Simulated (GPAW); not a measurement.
**Mn pairs in GaN: coupling against distance with U = 4 eV on Mn d**

Two Mn atoms replace host atoms of GaN on its cation sites. How does their coupling change with their distance?

Main program and level: GPAW 26.7.0; PBE with U = 4 eV on Mn d; plane waves with GPAW's PAW setups, scalar-relativistic.

## Step 1: Starting point

The structure is monoclinic, space group Cm (No. 8). Conventional cell: a = 11.047 Å, b = 6.378 Å, c = 10.370 Å, α = 90.00°, β = 90.00°, γ = 90.00°. Nearest to Mn lie 4 N at 1.95 Å. N has 2 Mn at 1.95 Å and 2 Ga at 1.95 Å nearest. Mn has 4 N at 1.95 Å nearest. Nearest to N lie 1 Mn at 1.95 Å and 3 Ga at 1.95 Å. Nearest to Ga lie 4 N at 1.95 Å. N has 4 Ga at 1.95 Å nearest. Model cell: substitutional dopants on the host's lattice, its constants typed without a cited source, atoms not relaxed. Farther neighbours and most contacts between anions are not listed.

This is the first member shown.

## Step 2: The first member

This run shows input and output; the others differ as the table says.

The input, order1.py:

```python
import json
import numpy as np
from ase import Atoms
from ase.parallel import paropen, parprint
from gpaw import GPAW

atoms = Atoms(['Mn', 'N', 'Mn', 'N', 'Ga', 'N', 'Ga', 'N', 'Ga', 'N', 'Ga', 'N', 'Ga', 'N', 'Ga', 'N', 'Ga', 'N', 'Ga', 'N', 'Ga', 'N', 'Ga', 'N', 'Ga', 'N', 'Ga', 'N', 'Ga', 'N', 'Ga', 'N'],
    cell=[[6.378, 0.0, 0.0],
         [-3.189, 5.52351, 0.0],
         [0.0, 0.0, 10.37]],
    scaled_positions=[[0.0, 0.0, 0.0],
         [0.166667, 0.333333, 0.0615],
         [0.166667, 0.333333, 0.25],
         [0.0, 0.0, 0.3115],
         [0.0, 0.0, 0.5],
         [0.166667, 0.333333, 0.5615],
         [0.166667, 0.333333, 0.75],
         [0.0, 0.0, 0.8115],
         [0.0, 0.5, 0.0],
         [0.166667, 0.833333, 0.0615],
         [0.166667, 0.833333, 0.25],
         [0.0, 0.5, 0.3115],
         [0.0, 0.5, 0.5],
         [0.166667, 0.833333, 0.5615],
         [0.166667, 0.833333, 0.75],
         [0.0, 0.5, 0.8115],
         [0.5, 0.0, 0.0],
         [0.666667, 0.333333, 0.0615],
         [0.666667, 0.333333, 0.25],
         [0.5, 0.0, 0.3115],
         [0.5, 0.0, 0.5],
         [0.666667, 0.333333, 0.5615],
         [0.666667, 0.333333, 0.75],
         [0.5, 0.0, 0.8115],
         [0.5, 0.5, 0.0],
         [0.666667, 0.833333, 0.0615],
         [0.666667, 0.833333, 0.25],
         [0.5, 0.5, 0.3115],
         [0.5, 0.5, 0.5],
         [0.666667, 0.833333, 0.5615],
         [0.666667, 0.833333, 0.75],
         [0.5, 0.5, 0.8115]],
    pbc=True,
    magmoms=[4.5, 0.0, 4.5, 0.0, 0.0, 0.0, 0.0, 0.0, 0.0, 0.0, 0.0, 0.0, 0.0, 0.0, 0.0, 0.0, 0.0, 0.0, 0.0, 0.0, 0.0, 0.0, 0.0, 0.0, 0.0, 0.0, 0.0, 0.0, 0.0, 0.0, 0.0, 0.0])
atoms.calc = GPAW(mode={'name': 'pw', 'ecut': 600},
    xc='PBE',
    kpts={'size': (5, 5, 3), 'gamma': True},
    occupations={'name': 'fermi-dirac', 'width': 0.05},
    convergence={'density': 1e-05, 'energy': 1e-05},
    maxiter=200,
    mixer={'name': 'pulay', 'beta': 0.05, 'nmaxold': 6, 'weight': 50},
    setups={'Mn': ':d,4.0'},
    symmetry={'tolerance': 1e-4},
    txt='order1.txt')
e = atoms.get_potential_energy(force_consistent=True)
res = {'free_energy': e, 'energy_sigma0': atoms.get_potential_energy(), 'fermi_energy': atoms.calc.get_fermi_level()}
res['moments'] = atoms.get_magnetic_moments().tolist()
res['total'] = atoms.get_magnetic_moment()
parprint('site moments (muB):', np.round(res['moments'], 3))
parprint(f"total moment: {res['total']:.3f} muB")
parprint(f'free energy: {e:.6f} eV')
atoms.calc.write('order1.gpw')
with paropen('results.json', 'w') as f:
    json.dump(res, f)
```

Started as:

```bash
> OMP_NUM_THREADS=1 mpirun -n 4 gpaw python order1.py > order1.log
```

The program printed:

```text
site moments (muB): [ 3.943e+00 -9.900e-02  3.951e+00 -2.400e-02  8.000e-03 -2.000e-03
  8.000e-03 -3.700e-02  2.000e-02 -2.600e-02  2.100e-02 -3.500e-02
  6.000e-03 -1.000e-03  7.000e-03 -1.000e-03  1.600e-02 -1.000e-03
  1.600e-02 -2.000e-03  1.000e-03 -0.000e+00  1.000e-03  0.000e+00
  2.000e-02 -2.600e-02  2.100e-02 -3.500e-02  6.000e-03 -1.000e-03
  7.000e-03 -1.000e-03]
total moment: 8.000 muB
free energy: -198.226754 eV

--- order1.txt ---
Input parameters:
  mode=PW(ecut=600),
  convergence={'density': 1e-05, 'energy': 1e-05},
  kpts=MonkhorstPack(size=(5, 5, 3), gamma=True),
  maxiter=200,
  mixer=Pulay(name='pulay', nmaxold=6, beta=0.05, weight=50, sigma=0.015, g_ss=None),
  occupations=Occupations(name='fermi-dirac', width=0.05),
  setups={'Mn': ':d,4.0'},
  symmetry=Symmetry(tolerance=0.0001),
  xc=XC(name='PBE')

Diagonalizing LCAO Hamiltonian
Converting LCAO to pw mode

          Ga      Ga
         N       N
           NGa     NGa
          N       N
            N       N
         Ga      Ga
           Ga      Ga
         NGa     NGa
            Mn      Ga
          NN      NN

         Ga N    Ga N
           Mn      Ga

Atoms  # Å, Bohr magnetons
|    | symbol |         x |        y |        z |    initial magnetic moments |
|----|--------|-----------|----------|----------|-----------------------------|
|  0 |     Mn |  0.000000 | 0.000000 | 0.000000 | ( 0.0000,  0.0000,  4.5000) |
|  1 |      N |  0.000003 | 1.841168 | 0.637755 | ( 0.0000,  0.0000,  0.0000) |
|  2 |     Mn |  0.000003 | 1.841168 | 2.592500 | ( 0.0000,  0.0000,  4.5000) |
[...]
Zero:              0.950532
  External:          0.000000
  Xc:             -268.361764
  Entropy:          -0.029569
  Spinorbit:         0.000000
  ----------------------------
  Free energy:    -198.226754
  Extrapolated:   -198.211970

dipole moment: (-79.631491, -99.510805, -114.045193)  # |e|*Ang

Total magnetic moment: (0.000000, 0.000000, 8.000040)

Local magnetic moments
|        x |        y |         z |
|----------|----------|-----------|
| 0.000000 | 0.000000 |  3.942804 |  # Mn   0
| 0.000000 | 0.000000 | -0.098654 |  # N    1
| 0.000000 | 0.000000 |  3.950630 |  # Mn   2
| 0.000000 | 0.000000 | -0.023991 |  # N    3
| 0.000000 | 0.000000 |  0.008377 |  # Ga   4
[...]
| 0.000000 | 0.000000 |  0.006110 |  # Ga  28
| 0.000000 | 0.000000 | -0.001005 |  # N   29
| 0.000000 | 0.000000 |  0.006727 |  # Ga  30
| 0.000000 | 0.000000 | -0.000501 |  # N   31

Fermi level: 7.321
Eigenvalues  # (at kpt = [0.000, 0.000, 0.000])
| band index |      eig [eV] | occ [0-1] |      eig [eV] | occ [0-1] |
|------------|---------------|-----------|---------------|-----------|
|          0 |       -73.572 |     1.000 |       -69.116 |     1.000 |
|        ... |               |           |               |           |
|         67 |         5.058 |     1.000 |         5.711 |     1.000 |
|         68 |         5.569 |     1.000 |         5.730 |     1.000 |
|         69 |         5.594 |     1.000 |         6.092 |     1.000 |
|         70 |         5.680 |     1.000 |         6.201 |     1.000 |
[...]
|         80 |         7.798 |     0.000 |        10.817 |     0.000 |
|         81 |         8.055 |     0.000 |        10.821 |     0.000 |
|         82 |         8.569 |     0.000 |        10.966 |     0.000 |
|        ... |               |           |               |           |
|        100 |        13.067 |     0.000 |        14.613 |     0.000 |

No gap
No difference between direct/indirect transitions

[key lines of the parts left out:]
Converged in 33 steps
```

Elapsed: 17 min, on 4 MPI ranks of Arm Neoverse V2, shared host; peak memory 3 GiB.

After 33 cycles the largest moment stands at 3.95 μB.

## Step 3: The series

All use a 5×5×3 mesh. Each member is run with parallel and with opposed moments. For E = −J e1·e2 with unit vectors, counted once a pair, J = (E_opposed − E_parallel) / 2n, n being the images of the partner at that distance, since the cell repeats. Farther images are folded into J, and in so small a cell they can weigh as much as the nearest, so J is an effective number of this cell and no pair coupling.

| distance (Å) | atoms, n | parallel (eV) | opposed (eV) | opposed less parallel (meV) | J (meV) | mean moment, parallel (μB) | mean moment, opposed (μB) | net moment, parallel (μB a cell) |
| --- | --- | --- | --- | --- | --- | --- | --- | --- |
| 3.18 | 32, 1 | -198.2268 | -197.9268 | +299.94 | +149.97 | 3.95 | 3.91 | 8.00 |
| 4.50 | 32, 3 | -197.9302 | -197.8951 | +35.10 | +5.85 | 3.95 | 3.94 | 8.00 |
| 5.18 | 32, 2 | -197.9217 | -197.9027 | +18.99 | +4.75 | 3.95 | 3.94 | 8.00 |
| 6.09 | 32, 4 | -197.9739 | -197.9007 | +73.22 | +9.15 | 3.96 | 3.93 | 8.00 |

```
distance (Å) 5.18: J = +18.99 / (2 × 2) = +4.75 meV
```

## Step 4: What came out

| Property | Result |
| --- | --- |
| strongest coupling | +149.97 meV at distance (Å) 3.18 |
| parallel lower at | 3.18, 4.50, 5.18, 6.09 |
| opposed lower at | no member |

**Reading.** Parallel moments are lower wherever the coupling is resolved; it is strongest at distance (Å) 3.18, +149.97 meV, and stands at +9.15 meV for the last member. Differences under about 1 meV are not resolved, and mesh and smearing were not tested in this series. The atoms were not relaxed, which can shift moments and couplings. The cells are small and neutral, with no compensating defects, so carriers and concentrations exceed those of most samples. Trends hold for the rows shown; the series may have further members. Spin–orbit coupling is left out.

[Logs and program files are shortened in this print: banners, set-up blocks, solver, clock and traceback lines can be left out without a mark of their own.]

[Logs are printed without paths, hosts, clocks, repeated set-up lines and the standing remarks that a program may print on its own settings, such as how far it seeks lower states.]

[Hosts, paths, dates, database ids (printed as entryN), source tags and the programs' standing remarks are cut or masked in the printed files.]

[Where a cell is said to come from a database of computed structures, the database is the Materials Project.]
